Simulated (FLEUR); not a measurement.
# NiO: magnetism against the volume, part 2 of 2

Wanted: the trend of the moments of NiO with the volume.

FLEUR MaX-R8.1; LDA (VWN) with U = 6 eV on Ni d; all-electron FLAPW, Dirac cores, scalar-relativistic bands.

So far, largest spin moment in the muffin-tin sphere (μB): step 2 (factor 1, start ferro +) 1.76; step 3 (factor 1, start antiferro q=(0,0,1/2) +-) 1.66.

### Step 4. Factor 1.12, start ferro +

The farthest finished point is shown in full.

The k list default-1 (kpts.xml, not shown) is a Γ-centred 8×8×8 mesh.

inp.xml

```
<?xml version="1.0" encoding="UTF-8" standalone="no"?>
<fleurInput fleurInputVersion="0.39">
   <comment>
      NiO
   </comment>
   <calculationSetup>
      <cutoffs Kmax="4.4" Gmax="13.2" GmaxXC="13.2" numbands="0"/>
      <scfLoop itmax="110" minDistance="0.0001" maxIterBroyd="15" imix="Anderson" alpha="0.05" precondParam="0.0" spinf="2.0" sdNocoIR="T"/>
      <coreElectrons ctail="T" frcor="F" kcrel="0" coretail_lmax="0"/>
      <xcFunctional name="vwn" relativisticCorrections="F"/>
      <magnetism jspins="2"/>
      <soc l_soc="F" theta="0.0" phi="0.0" spav="F"/>
      <expertModes spex="0" secvar="F"/>
      <geometryOptimization l_f="F" forcealpha="1.0" forcemix="BFGS" epsdisp="0.00001" epsforce="0.00001"/>
      <ldaU l_linMix="F" mixParam="0.05" spinf="1.0"/>
   </calculationSetup>
   <cell>
      <bzIntegration valenceElectrons="24.0" mode="hist" fermiSmearingEnergy="0.00183747">
         <kPointListSelection listName="default-1"/>
         <xi:include xmlns:xi="http://www.w3.org/2001/XInclude" href="kpts.xml"> </xi:include>
      </bzIntegration>
      <xi:include xmlns:xi="http://www.w3.org/2001/XInclude" href="sym.xml"> </xi:include>
      <bulkLattice scale="1.0">
         <bravaisMatrix>
            <row-1>    0.0000000000000000     4.0935368140173605     4.0935368140173605</row-1>
            <row-2>    4.0935368140173605     0.0000000000000000     4.0935368140173605</row-2>
            <row-3>    4.0935368140173605     4.0935368140173605     0.0000000000000000</row-3>
         </bravaisMatrix>
      </bulkLattice>
   </cell>
   <atomSpecies>
      <species name="Nickel (Ni2.000" element="Ni" atomicNumber="28">
         <mtSphere radius="2.35" gridPoints="777" logIncrement="0.016"/>
         <atomicCutoffs lmax="8" lnonsphr="6"/>
         <electronConfig flipSpins="F">
            <coreConfig>(1s1/2) (2s1/2) (2p1/2) (2p3/2)</coreConfig>
            <valenceConfig>(3s1/2) (3p1/2) (3p3/2) (4s1/2) (3d3/2) (3d5/2)</valenceConfig>
            <stateOccupation state="(3d3/2)" spinUp="2.0" spinDown="1.2"/>
            <stateOccupation state="(3d5/2)" spinUp="3.0" spinDown="1.8"/>
         </electronConfig>
         <energyParameters s="4" p="4" d="3" f="4"/>
         <ldaU l="2" U="6.0" J="0.0" l_amf="F"/>
         <lo type="SCLO" l="0" n="3" eDeriv="0"/>
         <lo type="SCLO" l="1" n="3" eDeriv="0"/>
      </species>
      <species name="Oxygen (O)" element="O" atomicNumber="8">
         <mtSphere radius="1.33" gridPoints="441" logIncrement="0.024"/>
         <atomicCutoffs lmax="6" lnonsphr="4"/>
         <electronConfig flipSpins="F">
            <coreConfig>(1s1/2)</coreConfig>
            <valenceConfig>(2s1/2) (2p1/2) (2p3/2)</valenceConfig>
            <stateOccupation state="(2p1/2)" spinUp="0.666667" spinDown="0.666667"/>
            <stateOccupation state="(2p3/2)" spinUp="1.333333" spinDown="1.333333"/>
         </electronConfig>
         <energyParameters s="2" p="2" d="3" f="4"/>
      </species>
   </atomSpecies>
   <atomGroups>
      <atomGroup species="Nickel (Ni2.000">
         <relPos label="                   1">.0000000000 .0000000000 .0000000000</relPos>
         <force calculate="T" relaxXYZ="TTT"/>
      </atomGroup>
      <atomGroup species="Oxygen (O)">
         <relPos label="                   2">1.000/2.000 1.000/2.000 1.000/2.000</relPos>
         <force calculate="T" relaxXYZ="TTT"/>
      </atomGroup>
   </atomGroups>
   <output dos="F" band="F" slice="F">
      <bandDOS minEnergy="-.5*Htr" maxEnergy="0.5*Htr" sigma="0.015" storeEVData="T"/>
      <plotting iplot="0" polar="F">
         <plot TwoD="T" vec1="  1.0  0.0  0.0" vec2="  0.0  1.0  0.0" vec3="  0.0  0.0  1.0" zero="  0.0  0.0  0.0" file="plot"/>
      </plotting>
      <moessbauerParams electricFieldGradient="F" isomerShift="F" coreHyperfine="F" valenceHyperfine="F"/>
   </output>
</fleurInput>
```

crystal.txt

```
NiO
&input film=F cartesian=F /
0.00000000000  2.16620639400  2.16620639400
2.16620639400  0.00000000000  2.16620639400
2.16620639400  2.16620639400  0.00000000000
1.8897261246
1.0 1.0 1.0

2
28 0.00000000000  0.00000000000  0.00000000000 : 2.000
8 0.50000000000  0.50000000000  0.50000000000

&kpt div1=8 div2=8 div3=8 gamma=T /
```

Command:

```bash
> OMP_NUM_THREADS=1 inpgen -f crystal.txt > inpgen.log  # inp.xml is then edited as shown
> OMP_NUM_THREADS=1 mpirun -n 8 fleur_MPI > fleur.log
```

What it wrote:

```text
[banner, memory and clock lines left out]
Welcome to FLEUR        (www.flapw.de)
      MaX-Release 8.1          (www.max-centre.eu)

 ========== k-point set info ==========
 Selected k-point list: default-1
 k-point list type: mesh
 0 x 0 x 0
 Number of k points: 32

 [... set-up left out ...]
 no density matrix found ... skipping LDA+U
 Reset of history
 Iteration:     1   Distance:      25.30363876 me/bohr^3
 Iteration:     2   Distance:      36.19334482 me/bohr^3
 Iteration:     3   Distance:      33.86781725 me/bohr^3
 Iteration:     4   Distance:      18.45631684 me/bohr^3
[...]
[... left out ...]
            <freeEnergy value="-1593.0935398376"/>
            <extrapolationTo0K value="-1593.0935398376"/>
         </totalEnergy>
         [... left out ...]
         <ldaUDensityMatrixConvergence>
            <distance spin="1" distance="0.000000"/>
            <distance spin="2" distance="0.000000"/>
         </ldaUDensityMatrixConvergence>
         <densityConvergence units="me/bohr^3">
            <chargeDensity spin="1" distance="0.0000635885"/>
            <chargeDensity spin="2" distance="0.0000271772"/>
            <overallChargeDensity distance="0.0000520087"/>
            <spinDensity distance="0.0000828208"/>
         </densityConvergence>
      </iteration>
```

It took 8.6 s on 8 MPI ranks of Arm Neoverse N1, shared host; peak memory 0.34 GiB.

Spin moment in the muffin-tin sphere by atom:

| atom | spin moment in the muffin-tin sphere (μB) |
| --- | --- |
| Ni1 | 1.78 |
| O2 | 0.18 |

This step gave:

```
free energy                                                       : -43350.2836 eV
program's band gap on this mesh (in a metal only a level spacing) : 1.834 eV
magnetization                                                     : 2 μB
final state                                                       : ferromagnetic
```

After 18 cycles the largest moment stands at 1.78 μB.

### Step 5. Factor 1.12, start antiferro q=(0,0,1/2) +-

The k list default-1 (kpts.xml, not shown) is a Γ-centred 8×8×4 mesh.

Edit inp.xml of step 4 so:

```diff
@@ -17,3 +17,3 @@
    <cell>
-      <bzIntegration valenceElectrons="24.0" mode="hist" fermiSmearingEnergy="0.00183747">
+      <bzIntegration valenceElectrons="48.0" mode="hist" fermiSmearingEnergy="0.00183747">
          <kPointListSelection listName="default-1"/>
@@ -26,3 +26,3 @@
             <row-2>    4.0935368140173605     0.0000000000000000     4.0935368140173605</row-2>
-            <row-3>    4.0935368140173605     4.0935368140173605     0.0000000000000000</row-3>
+            <row-3>    8.1870736280347209     8.1870736280347209     0.0000000000000000</row-3>
          </bravaisMatrix>
@@ -39,2 +39,16 @@
             <stateOccupation state="(3d5/2)" spinUp="3.0" spinDown="1.8"/>
+         </electronConfig>
+         <energyParameters s="4" p="4" d="3" f="4"/>
+         <ldaU l="2" U="6.0" J="0.0" l_amf="F"/>
+         <lo type="SCLO" l="0" n="3" eDeriv="0"/>
+         <lo type="SCLO" l="1" n="3" eDeriv="0"/>
+      </species>
+      <species name="Nickel (Ni-2.000" element="Ni" atomicNumber="28">
+         <mtSphere radius="2.35" gridPoints="777" logIncrement="0.016"/>
+         <atomicCutoffs lmax="8" lnonsphr="6"/>
+         <electronConfig flipSpins="F">
+            <coreConfig>(1s1/2) (2s1/2) (2p1/2) (2p3/2)</coreConfig>
+            <valenceConfig>(3s1/2) (3p1/2) (3p3/2) (4s1/2) (3d3/2) (3d5/2)</valenceConfig>
+            <stateOccupation state="(3d3/2)" spinUp="1.2" spinDown="2.0"/>
+            <stateOccupation state="(3d5/2)" spinUp="1.8" spinDown="3.0"/>
          </electronConfig>
@@ -62,4 +76,9 @@
       </atomGroup>
+      <atomGroup species="Nickel (Ni-2.000">
+         <relPos label="                   2">.0000000000 .0000000000 1.000/2.000</relPos>
+         <force calculate="T" relaxXYZ="TTT"/>
+      </atomGroup>
       <atomGroup species="Oxygen (O)">
-         <relPos label="                   2">1.000/2.000 1.000/2.000 1.000/2.000</relPos>
+         <relPos label="                   3">1.000/2.000 1.000/2.000 1.000/4.000</relPos>
+         <relPos label="                   4">1.000/2.000 1.000/2.000 -1.000/4.000</relPos>
          <force calculate="T" relaxXYZ="TTT"/>
```

crystal.txt

```
NiO
&input film=F cartesian=F /
0.00000000000  2.16620639400  2.16620639400
2.16620639400  0.00000000000  2.16620639400
4.33241278800  4.33241278800  0.00000000000
1.8897261246
1.0 1.0 1.0

4
28 0.00000000000  0.00000000000  0.00000000000 : 2.000
28 0.00000000000  0.00000000000  0.50000000000 : -2.000
8 0.50000000000  0.50000000000  0.25000000000
8 0.50000000000  0.50000000000  0.75000000000

&kpt div1=8 div2=8 div3=4 gamma=T /
```

What it wrote:

```text
[banner, memory and clock lines left out]
Welcome to FLEUR        (www.flapw.de)
      MaX-Release 8.1          (www.max-centre.eu)

 ========== k-point set info ==========
 Selected k-point list: default-1
 k-point list type: mesh
 0 x 0 x 0
 Number of k points: 80

 [... set-up left out ...]
 no density matrix found ... skipping LDA+U
 Reset of history
 Iteration:     1   Distance:      32.74864441 me/bohr^3
 Iteration:     2   Distance:      36.21397907 me/bohr^3
 Iteration:     3   Distance:      33.67981582 me/bohr^3
 Iteration:     4   Distance:      18.13966844 me/bohr^3
[...]
[... left out ...]
            <freeEnergy value="-3186.1929172359"/>
            <extrapolationTo0K value="-3186.1929172359"/>
         </totalEnergy>
         [... left out ...]
         <ldaUDensityMatrixConvergence>
            <distance spin="1" distance="0.000001"/>
            <distance spin="2" distance="0.000001"/>
         </ldaUDensityMatrixConvergence>
         <densityConvergence units="me/bohr^3">
            <chargeDensity spin="1" distance="0.0000173945"/>
            <chargeDensity spin="2" distance="0.0000173750"/>
            <overallChargeDensity distance="0.0000200832"/>
            <spinDensity distance="0.0000283829"/>
         </densityConvergence>
      </iteration>
```

Wall time 69 s (8 MPI ranks); peak memory 0.54 GiB.

Numbers from this step:

| Property | Result |
| --- | --- |
| free energy | -86700.7261 eV |
| program's band gap on this mesh (in a metal only a level spacing) | 2.455 eV |
| magnetization | 0 μB |
| final state | antiferromagnetic |
| largest moment | 1.703 μB |

After 23 cycles the largest moment stands at 1.70 μB.

### Step 6. Trends

In all 18 runs were made at the factors 0.88, 0.91, 0.94, 0.97, 1, 1.03, 1.06, 1.09 and 1.12, of which 18 converged. The tables hold the factors at which the parallel start converged, and CPU times count converged runs alone. Differences are of free energies.

Final states:

| volume factor | ferro + | antiferro q=(0,0,1/2) +- | CPU time (s) |
| --- | --- | --- | --- |
| 0.88 | ferromagnetic | antiferromagnetic | 427.3 |
| 0.91 | ferromagnetic | antiferromagnetic | 432.8 |
| 0.94 | ferromagnetic | antiferromagnetic | 433.2 |
| 0.97 | ferromagnetic | antiferromagnetic | 452.5 |
| 1 | ferromagnetic | antiferromagnetic | 468.1 |
| 1.03 | ferromagnetic | antiferromagnetic | 691 |
| 1.06 | ferromagnetic | antiferromagnetic | 535.4 |
| 1.09 | ferromagnetic | antiferromagnetic | 558.4 |
| 1.12 | ferromagnetic | antiferromagnetic | 600 |

Energy over the lowest point, ferro + against volume factor:

| volume factor | energy over the lowest point, ferro + (meV a primitive cell) |
| --- | --- |
| 0.8800 | 71.7 |
| 0.9100 | 18.2 |
| 0.9400 | 0 |
| 0.9700 | 5.42 |
| 1.0000 | 36.3 |
| 1.0300 | 77.1 |
| 1.0600 | 148 |
| 1.0900 | 227 |
| 1.1200 | 302 |

The largest sphere moment by volume factor:

| volume factor | ferro + (μB) | antiferro q=(0,0,1/2) +- (μB) |
| --- | --- | --- |
| 0.8800 | 1.73 | 1.60 |
| 0.9100 | 1.74 | 1.62 |
| 0.9400 | 1.74 | 1.63 |
| 0.9700 | 1.75 | 1.65 |
| 1.0000 | 1.76 | 1.66 |
| 1.0300 | 1.76 | 1.67 |
| 1.0600 | 1.77 | 1.68 |
| 1.0900 | 1.77 | 1.69 |
| 1.1200 | 1.78 | 1.70 |

The net moment, ferro + stays at 2 μB a primitive cell for volume factor from 0.88 to 1.12.

The energy less that of the parallel start, antiferro q=(0,0,1/2) +- by volume factor:

| volume factor | energy less that of the parallel start, antiferro q=(0,0,1/2) +- (meV a seeded atom) |
| --- | --- |
| 0.8800 | -164 |
| 0.9100 | -148 |
| 0.9400 | -134 |
| 0.9700 | -123 |
| 1.0000 | -112 |
| 1.0300 | -102 |
| 1.0600 | -94.0 |
| 1.0900 | -86.9 |
| 1.1200 | -79.4 |

### Step 7. What came out

```yaml
largest_moment_parallel_start: 1.73 μB at 0.88, 1.78 μB at 1.12
net_moment_parallel_start: 2 to 2 μB a primitive cell
start_antiferro_q_0_0_1_over_2_less_the_parallel_start: -164.1 meV at 0.88, -79.4 meV at 1.12, a seeded atom
```

In words: The largest moment of the parallel start goes from 1.73 μB at 0.88 to 1.78 μB at 1.12. Its energy is least at 0.94 of the points run. The start antiferro q=(0,0,1/2) +- lies under the parallel start at every point where both finished. The opposed order is one of several, taken for its small cell; another can lie lower, so the scan does not name the ground state. Atoms were not relaxed at any point.

[Logs and program files are shortened in this print: banners, set-up blocks, solver, clock and traceback lines can be left out without a mark of their own.]

[Logs are printed without paths, hosts, clocks, repeated set-up lines and the standing remarks that a program may print on its own settings, such as how far it seeks lower states.]

[Hosts, paths, dates, database ids (printed as entryN), source tags and the programs' standing remarks are cut or masked in the printed files.]

[Where a cell is said to come from a database of computed structures, the database is the Materials Project.]
